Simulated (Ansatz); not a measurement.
# What YBiS3 (model cell, started as cubic perovskite with Y in the octahedra) distorts into

Which phase does YBiS3 (model cell, started as cubic perovskite with Y in the octahedra) fall into along its unstable mode, and how much energy does it gain?

Method: DFT PBEsol, scalar-relativistic, plane waves, PAW; PAW set soft_1, in Ansatz 0.2.0.

Most raw output is cut from this account.

The structure was built from a prototype and need not be the compound's stable phase.

**1. Set-up**

Symmetry: Pm-3m, No. 221, cubic system. Conventional cell: a = 5.100 Å, b = 5.100 Å, c = 5.100 Å, α = 90.00°, β = 90.00°, γ = 90.00°. Bi has 12 S at 3.61 Å nearest. Nearest to Y lie 6 S at 2.55 Å. Nearest to S lie 2 Y at 2.55 Å. Farther neighbours and most contacts between anions are not listed.

**2. The dispersion**

The cell comes from relaxations at this level that are not shown. Stability and thermal properties need the whole zone. Linear response on a 2×2×2 q mesh gives force constants as far as a supercell of that size would.

input.yaml

```yaml
crystal:
  lattice:
    - [5.100470251, 0.0, 0.0]
    - [0.0, 5.100470251, 0.0]
    - [0.0, 0.0, 5.100470251]
  atoms:
    - { symbol: Bi, position: [0.0, 0.0, 0.0] }
    - { symbol: "Y", position: [0.5, 0.5, 0.5] }
    - { symbol: S, position: [0.5, 0.5, 0.0] }
    - { symbol: S, position: [0.5, 0.0, 0.5] }
    - { symbol: S, position: [0.0, 0.5, 0.5] }
kpoints:
  mp_grid: { grid: [8, 8, 8] }
hamiltonian:
  xc: pbesol
  pseudopotentials: { kind: paw, azcp: { folder: soft_1 }, xc_functional: pbe }
scf:
  occupations: { method: methfessel_paxton, width: 0.2 }
output:
  eigenvalues: true
phonons:
  method: dfpt
  qmesh: [2, 2, 2]
  temperatures: { t_max: 1000, t_step: 50 }
  qpath:
    path:
      - [[0.0, 0.0, 0.0], [0.0, 0.5, 0.0], [0.5, 0.5, 0.0], [0.0, 0.0, 0.0], [0.5, 0.5, 0.5], [0.0, 0.5, 0.0]]
      - [[0.5, 0.5, 0.5], [0.5, 0.5, 0.0]]
    npoints: 10
```

Started as:

```
> ansatz run input.yaml --threads 8 --pin off --max-ram 16384MiB --backend cpu --events-out ev --progress --plain --runs-dir out
```

Wall time 46 s (8 threads of AMD EPYC 9B45 (Zen 5), shared host); peak memory 1.6 GiB; 5.6 min of CPU time.

Numbers from this step:

```
volume per atom                                         : 26.54 Å³
gap on the k-mesh                                       : 0 eV
sum-rule residual before enforcement                    : 2.66e-5 eV/Å²
lowest frequency on the path                            : -242.2 cm⁻¹
point group                                             : m-3m
highest frequency on the path or at a solved wavevector : 434.0 cm⁻¹
highest optical mode at the zone centre (no LO-TO term) : 409.9 cm⁻¹
lowest optical zone-centre mode                         : -192.3 cm⁻¹
lowest mode on the q mesh (acoustic modes at Γ apart)   : -242.2 cm⁻¹
```

Frequencies (cm⁻¹) solved at each irreducible wavevector; negative means imaginary. Frequencies by wavevector, by row:

```
q in reciprocal lattice units  star  mode 1  mode 2  mode 3  mode 4  mode 13  mode 14  mode 15
                        0 0 0     1  -192.3  -192.3  -192.3  -169.8    409.9    409.9    409.9
                     0 0 -0.5     3  -200.3  -175.1  -175.1  -149.9    407.1    410.5    410.5
                  0 -0.5 -0.5     3  -242.2  -181.1  -181.1  -129.9    388.8    411.2      422
               -0.5 -0.5 -0.5     1  -232.1  -232.1  -232.1  -123.9    389.7    389.7      434
```

Interpolated from a 2×2×2 q mesh. The phonon branches at the labelled points (cm⁻¹):

```
    point  branch 1  branch 2  branch 3  branch 4  branch 12  branch 13  branch 14  branch 15
        Γ      -192      -192      -192      -170          0        410        410        410
  halfway      -196      -182      -182      -162        133        409        410        410
        X      -200      -175      -175      -150        197        407        410        410
  halfway      -222      -178      -174      -154        195        396        411        418
        M      -242      -181      -181      -130        194        389        411        422
  halfway      -210      -178      -173      -165        134        402        410        416
        Γ      -192      -192      -192      -170          0        410        410        410
  halfway      -212      -195      -195      -143        136        402        402        423
        R      -232      -232      -232      -124        193        390        390        434
  halfway      -222      -205      -196      -140        194        395        402        426
        X      -200      -175      -175      -150        197        407        410        410
jump to R      -232      -232      -232      -124        193        390        390        434
  halfway      -237      -210      -210      -129        194        389        400        430
        M      -242      -181      -181      -130        194        389        411        422
```

Symmetry leaves 4 wavevectors to solve. The lowest mode among them, the acoustic zeros apart, lies at q = (0, -0.5, -0.5) and is imaginary, 242.2i cm⁻¹, so the energy falls along it.

**3. The mode frozen in, largest atomic shift 0 Å**

The mode followed lies at q = (-0.5, -0.5, -0.5) with frequency 232.1i cm⁻¹ and is 3-fold degenerate, one of the unstable modes though not the softest. At small amplitude the distorted cell has space group no. 140 by a symmetry search on the positions. The undistorted cell that holds it gives the zero of energy on the same k mesh.

System of this step: YBiS3 (model cell, started as cubic perovskite with Y in the octahedra). It takes space group Pm-3m (No. 221, cubic). Conventional cell: a = 5.100 Å, b = 5.100 Å, c = 5.100 Å, α = 90.00°, β = 90.00°, γ = 90.00°. Nearest to Bi lie 12 S at 3.61 Å. Y has 6 S at 2.55 Å nearest. S has 2 Y at 2.55 Å nearest. Farther neighbours and most contacts between anions are not listed.

input.yaml, the sections that differ from step 2:

```yaml
crystal:
  lattice:
    - [5.100470251, 5.100470251, 0.0]
    - [5.100470251, 0.0, 5.100470251]
    - [5.100470251, 0.0, -5.100470251]
  atoms:
    - { symbol: Bi, position: [0.0, 0.0, 0.0] }
    - { symbol: Bi, position: [0.0, 0.5, 0.5] }
    - { symbol: "Y", position: [0.5, 0.25, 0.75] }
    - { symbol: "Y", position: [0.5, 0.75, 0.25] }
    - { symbol: S, position: [0.5, 0.0, 0.0] }
    - { symbol: S, position: [0.5, 0.5, 0.5] }
    - { symbol: S, position: [0.0, 0.5, 0.0] }
    - { symbol: S, position: [0.0, 0.0, 0.5] }
    - { symbol: S, position: [0.5, 0.0, 0.5] }
    - { symbol: S, position: [0.5, 0.5, 0.0] }
output:
  forces: true
  stress: true
  eigenvalues: true
# kpoints, hamiltonian, scf: as in step 2
# phonons: removed
```

Elapsed: 1.5 s, on 8 threads; peak memory 1.2 GiB; 10 s of CPU time.

Numbers from this step:

```yaml
pressure: -0.02632 GPa
energy_from_the_undistorted_cell: 0 meV/atom
```

The run ends at a pressure of -0.03 GPa.

**4. The mode frozen in, largest atomic shift 0.6 Å**

The atoms are moved along the unstable eigenvector, the largest shift by 0.6 Å, with the cell fixed.

input.yaml, the sections that differ from step 3:

```yaml
crystal:
  lattice:
    - [5.100470251, 5.100470251, 0.0]
    - [5.100470251, 0.0, 5.100470251]
    - [5.100470251, 0.0, -5.100470251]
  atoms:
    - { symbol: Bi, position: [0.0, 0.0, 0.0] }
    - { symbol: Bi, position: [0.0, 0.5, 0.5] }
    - { symbol: "Y", position: [0.5, 0.25, 0.75] }
    - { symbol: "Y", position: [0.5, 0.75, 0.25] }
    - { symbol: S, position: [0.5, -0.058818106, -0.058818106] }
    - { symbol: S, position: [0.5, 0.558818106, 0.558818106] }
    - { symbol: S, position: [0.0, 0.5, 0.0] }
    - { symbol: S, position: [0.0, 0.0, 0.5] }
    - { symbol: S, position: [0.5, 0.058818106, 0.441181894] }
    - { symbol: S, position: [0.5, 0.441181894, 0.058818106] }
# kpoints, hamiltonian, scf, output: as in step 3
```

Wall time 2.5 s (8 threads); peak memory 1.4 GiB; 18 s of CPU time.

Numbers from this step:

* pressure: -2.119 GPa
* energy from the undistorted cell: -254.5 meV/atom

The energy, extrapolated to zero smearing, is -254.51 meV/atom against the undistorted cell.

The run ends at a pressure of -2.12 GPa, with forces up to 1.4 eV/Å.

**5. Energy along the mode, all amplitudes (two of the runs are shown above)**

An imaginary frequency means negative curvature, so the energy should fall and then rise again as anharmonic terms take over.

This step gave:

* depth at the lowest point sampled: 254.5 meV/atom
* largest atomic shift at that point: 0.6 Å

Table of energy from the parent by largest atomic shift:

```
largest atomic shift (Å)  energy from the parent (meV/atom)
                   0.000                                  0
                   0.040                              -1.97
                   0.080                              -7.56
                   0.140                              -21.6
                   0.220                              -49.5
                   0.320                              -96.7
                   0.450                               -169
                   0.600                               -255
```

Displacement at unit largest shift by atom:

```
atom  x (Å)  y (Å)  z (Å)  size
 Bi1   0.00   0.00   0.00  0.00
 Bi2   0.00   0.00   0.00  0.00
  Y3   0.00   0.00   0.00  0.00
  Y4   0.00   0.00   0.00  0.00
  S5  -1.00   0.00   0.00  1.00
  S6   1.00   0.00   0.00  1.00
  S7   0.00   0.00   0.00  0.00
  S8   0.00   0.00   0.00  0.00
  S9   0.00   0.00   1.00  1.00
 S10   0.00   0.00  -1.00  1.00
```

The lowest of the steps tried is the last one, at 0.6 Å, 255 meV/atom below the parent; the bottom of the well need not coincide with a step.

**6. Relaxation from the frozen mode**

Starting from the lowest point found, all atoms and the cell are let go, so that strain and other modes of the same symmetry can join in.

Changes to input.yaml since step 4:

```diff
@@ -27 +27,6 @@
   eigenvalues: true
+relax:
+  adjacent_minimum: "off"
+  f_tol: 0.002
+  max_steps: 120
+  cell: { stress_tol: 0.03 }
```

Elapsed: 16 s, on 8 threads; peak memory 1.4 GiB; 2.1 min of CPU time.

Relaxation path:

```
step  energy less that of the first step (eV)  largest force component (eV/Å)  pressure (GPa)  volume (Å³)
   1                                   0.0000                          1.3666           -2.12       265.38
   2                                  -1.0163                          0.9766           -1.35       258.14
   3                                  -1.4946                          0.0698           -0.07       251.67
   4                                  -1.5156                          0.0269           -0.08       249.64
   5                                  -1.5158                          0.0097            0.10       249.09
   6                                  -1.5159                          0.0010           -0.01       249.49
  7*                                  -1.5147                          0.0010           -0.01       249.49
```

Relaxation steps marked * repeat the geometry before them on a plane-wave basis chosen anew for their cell, so energy and pressure can jump there.

The run keeps the 16 symmetry operations that it works with, so distortions that break them were not tested.

```
conventional cell, symmetrised  before   after  change
                         a (Å)   7.213   7.016  -2.7 %
                         b (Å)   7.213   7.016  -2.7 %
                         c (Å)  10.201  10.136  -0.6 %
              volume (Å³/atom)   26.54   24.95  -6.0 %
```

The atoms that moved most (Å, as changes of fractional coordinates times the final cell):

```
atom      dx     dy      dz  length
  S6   0.401  0.000   0.000   0.401
  S9   0.000  0.000   0.401   0.401
  S5  -0.401  0.000   0.000   0.401
 S10   0.000  0.000  -0.401   0.401
```

The relaxed structure:

```cif
data_structure
_symmetry_space_group_name_H-M 'P 1'
_symmetry_Int_Tables_number 1
_cell_length_a 7.0923
_cell_length_b 7.0161
_cell_length_c 7.0161
_cell_angle_alpha 90.000
_cell_angle_beta 60.354
_cell_angle_gamma 60.354
_cell_volume 249.49
loop_
_atom_site_label
_atom_site_type_symbol
_atom_site_fract_x
_atom_site_fract_y
_atom_site_fract_z
_atom_site_occupancy
Bi1 Bi 0.00000 0.00000 0.00000 1
Bi2 Bi 0.00000 0.50000 0.50000 1
Y3 Y 0.50000 0.25000 0.75000 1
Y4 Y 0.50000 0.75000 0.25000 1
S5 S 0.50000 0.90076 0.90076 1
S6 S 0.50000 0.59924 0.59924 1
S7 S 0.00000 0.50000 0.00000 1
S8 S 0.00000 0.00000 0.50000 1
S9 S 0.50000 0.09924 0.40076 1
S10 S 0.50000 0.40076 0.09924 1
```

Numbers from this step:

| Property | Result |
| --- | --- |
| pressure | -0.005570 GPa |
| volume per atom | 24.95 Å³ |

The distorted start has space group I4/mcm; the relaxation ends in I4/mcm.

**7. The new phase in its own primitive cell**

The relaxed structure is symmetrised, reduced to its primitive cell and relaxed tightly, as its phonons need.

input.yaml, the sections that differ from step 6:

```yaml
crystal:
  lattice:
    - [-3.5080730157, 3.5080730157, 5.0682431355]
    - [3.5080730157, -3.5080730157, 5.0682431355]
    - [3.5080730157, 3.5080730157, -5.0682431355]
  atoms:
    - { symbol: Bi, position: [0.75, 0.25, 0.5] }
    - { symbol: Bi, position: [0.25, 0.75, 0.5] }
    - { symbol: "Y", position: [0.0, 0.0, 0.0] }
    - { symbol: "Y", position: [0.5, 0.5, 0.0] }
    - { symbol: S, position: [0.8492422998, 0.3492422998, 0.1984845997] }
    - { symbol: S, position: [0.1507577002, 0.6507577002, 0.8015154003] }
    - { symbol: S, position: [0.75, 0.75, 0.0] }
    - { symbol: S, position: [0.25, 0.25, 0.0] }
    - { symbol: S, position: [0.3492422998, 0.1507577002, 0.5] }
    - { symbol: S, position: [0.6507577002, 0.8492422998, 0.5] }
relax:
  adjacent_minimum: "off"
  f_tol: 0.001
  max_steps: 60
  cell: { stress_tol: 0.01 }
# kpoints, hamiltonian, scf, output: as in step 6
```

Elapsed: 5 s, on 8 threads; peak memory 1.3 GiB.

Little changed from the start: no atom moved by 0.005 Å and no cell edge by 0.1 %.

This step gave:

```yaml
pressure: -0.005572 GPa
```

The largest force component left is 0.73 meV/Å and the pressure is -0.006 GPa, within the tolerances set. The cell now holds 24.95 Å³/atom.

**8. Modes of the new phase**

A relaxed structure may still be a saddle point, so its zone-centre modes are computed. No field response is asked, since the mesh shows no gap.

input.yaml, the sections that differ from step 7:

```yaml
crystal:
  lattice:
    - [-3.5080730157, 3.5080730157, 5.0682431355]
    - [3.5080730157, -3.5080730157, 5.0682431355]
    - [3.5080730157, 3.5080730157, -5.0682431355]
  atoms:
    - { symbol: Bi, position: [0.75, 0.25, 0.5] }
    - { symbol: Bi, position: [0.25, 0.75, 0.5] }
    - { symbol: "Y", position: [0.0, 0.0, 0.0] }
    - { symbol: "Y", position: [0.5, 0.5, 0.0] }
    - { symbol: S, position: [0.8492422998, 0.3492422998, 0.1984845996] }
    - { symbol: S, position: [0.1507577002, 0.6507577002, 0.8015154004] }
    - { symbol: S, position: [0.75, 0.75, 0.0] }
    - { symbol: S, position: [0.25, 0.25, 0.0] }
    - { symbol: S, position: [0.3492422998, 0.1507577002, 0.5] }
    - { symbol: S, position: [0.6507577002, 0.8492422998, 0.5] }
output:
  eigenvalues: true
phonons:
  method: dfpt
# kpoints, hamiltonian, scf: as in step 7
# relax: removed
```

It took 3.2 min on 8 threads; peak memory 9.5 GiB.

Numbers from this step:

```
sum-rule residual before enforcement                    : 9.20e-5 eV/Å²
point group                                             : 4/mmm
highest optical mode at the zone centre (no LO-TO term) : 415.1 cm⁻¹
lowest optical zone-centre mode                         : -136.0 cm⁻¹
```

Patterns of degenerate modes are one choice out of their space. Modes at Γ, with each element's share of the kinetic energy (negative means imaginary):

```
mode  frequency (cm⁻¹)  symmetry  Bi %  Y %  S %
   1            -136.0        Eg    18    0   82
   2            -136.0        Eg    18    0   82
   3            -132.7        Eu     9    1   90
   4            -132.7        Eu     9    1   90
   5            -105.4       A2u    40    6   55
   6             -13.5       B2g    99    0    1
   7               0.0  acoustic    53   23   24
   8               0.0  acoustic    53   23   24
   9               0.0  acoustic    53   23   24
  10              46.9        Eu    31   55   14
  11              46.9        Eu    31   55   14
  12              63.7        Eg    82    0   18
  13              63.7        Eg    82    0   18
  14              77.4       A2u     7   51   41
  15             116.5        Eu     7   49   45
  16             116.5        Eu     7   49   45
  17             129.2        Eg     0    0  100
  18             129.2        Eg     0    0  100
  19             139.8       B1u     0    0  100
  20             197.5        Eu     0   52   48
  21             197.5        Eu     0   52   48
  22             228.6       B2g     1    0   99
  23             229.6       A1u     0  100    0
  24             236.3       A1g     0    0  100
  25             285.9       B1g     0    0  100
  26             302.9        Eu     0   20   80
  27             302.9        Eu     0   20   80
  28             308.2       A2g     0    0  100
  29             414.0       A2u     0   20   80
  30             415.1       A2g     0    0  100
```

Displacements in mode 2 (-136.0 cm⁻¹), the largest set to 1:
```
Bi1  0.00 -0.20  0.00
Bi2  0.00  0.20  0.00
Y3   0.00  0.00  0.00
Y4   0.00  0.00  0.00
S5   0.00  0.00  0.34
S6   0.00  0.00 -0.34
S7   0.01 -1.00  0.00
S8  -0.01  1.00  0.00
S9   0.00  0.00 -0.33
S10  0.00  0.00  0.33
```

Displacements in mode 3 (-132.7 cm⁻¹), the largest set to 1:
```
Bi1  0.00 -0.12  0.00
Bi2  0.00 -0.12  0.00
Y3   0.02 -0.07  0.00
Y4  -0.02 -0.08  0.00
S5  -0.01  0.00  0.00
S6  -0.01  0.00  0.00
S7  -0.01  1.00  0.00
S8  -0.01  1.00  0.00
S9   0.01  0.00  0.00
S10  0.01  0.00  0.00
```

Before it was imposed, the acoustic sum rule was missed by 9.2e-5 eV/Å². Small misses are needed for a sound result but don't prove that mesh and cutoff are converged. The lowest optical mode is imaginary, 136.0i cm⁻¹, so the energy falls along it.

**9. Summary of results**

```
unstable mode of the parent                                                      : q = (-0.5, -0.5, -0.5), 232i cm⁻¹
depth at the lowest point sampled                                                : 255 meV/atom
largest atomic shift at that point                                               : 0.6 Å
space group reached (within 0.01 Å)                                              : I4/mcm
energy gained over the parent (first relaxation, on the mesh of the frozen mode) : 406 meV/atom
volume per atom, phase reached                                                   : 24.9 Å³
lowest optical zone-centre mode, phase reached                                   : -136 cm⁻¹
highest optical mode at the zone centre (no LO-TO term), phase reached           : 415 cm⁻¹
```

In words: Along this mode the structure falls into I4/mcm, 406 meV/atom below the parent. At the parent's cell the well is 254.5 meV/atom deep on the steps tried, with its lowest point at a shift of 0.6 Å. That is the last step tried, so the steps alone don't bracket the bottom of the well. Relaxing atoms and cell changes the gain by +151.26 meV/atom against the lowest step (energies at zero smearing). The new phase still has an imaginary mode at the zone centre of its cell, so it is a saddle point on the way to a lower structure. Of the 4 patterns followed to their end from this parent, this one ends 199 meV/atom above the lowest, Imma. Each path keeps the symmetry of its pattern, so a lower phase may lie along a pattern not tried. With no gap, or one that is small against the smearing, the frequencies hang on the k mesh and the smearing, most of all near Kohn anomalies. A semilocal functional can close a gap that the real compound would have, so the metallic treatment may be an artefact of the level. Spin-orbit coupling is left out, which can matter for the heavy elements here. The PAW files were made for PBE and serve the other functionals too. The starting cell was built on a prototype and not taken from a measurement, so the phase need not exist.

[Logs are printed without paths, hosts, clocks, repeated set-up lines and the standing remarks that a program may print on its own settings, such as how far it seeks lower states.]

[Hosts, paths, dates, database ids (printed as entryN), source tags and the programs' standing remarks are cut or masked in the printed files.]
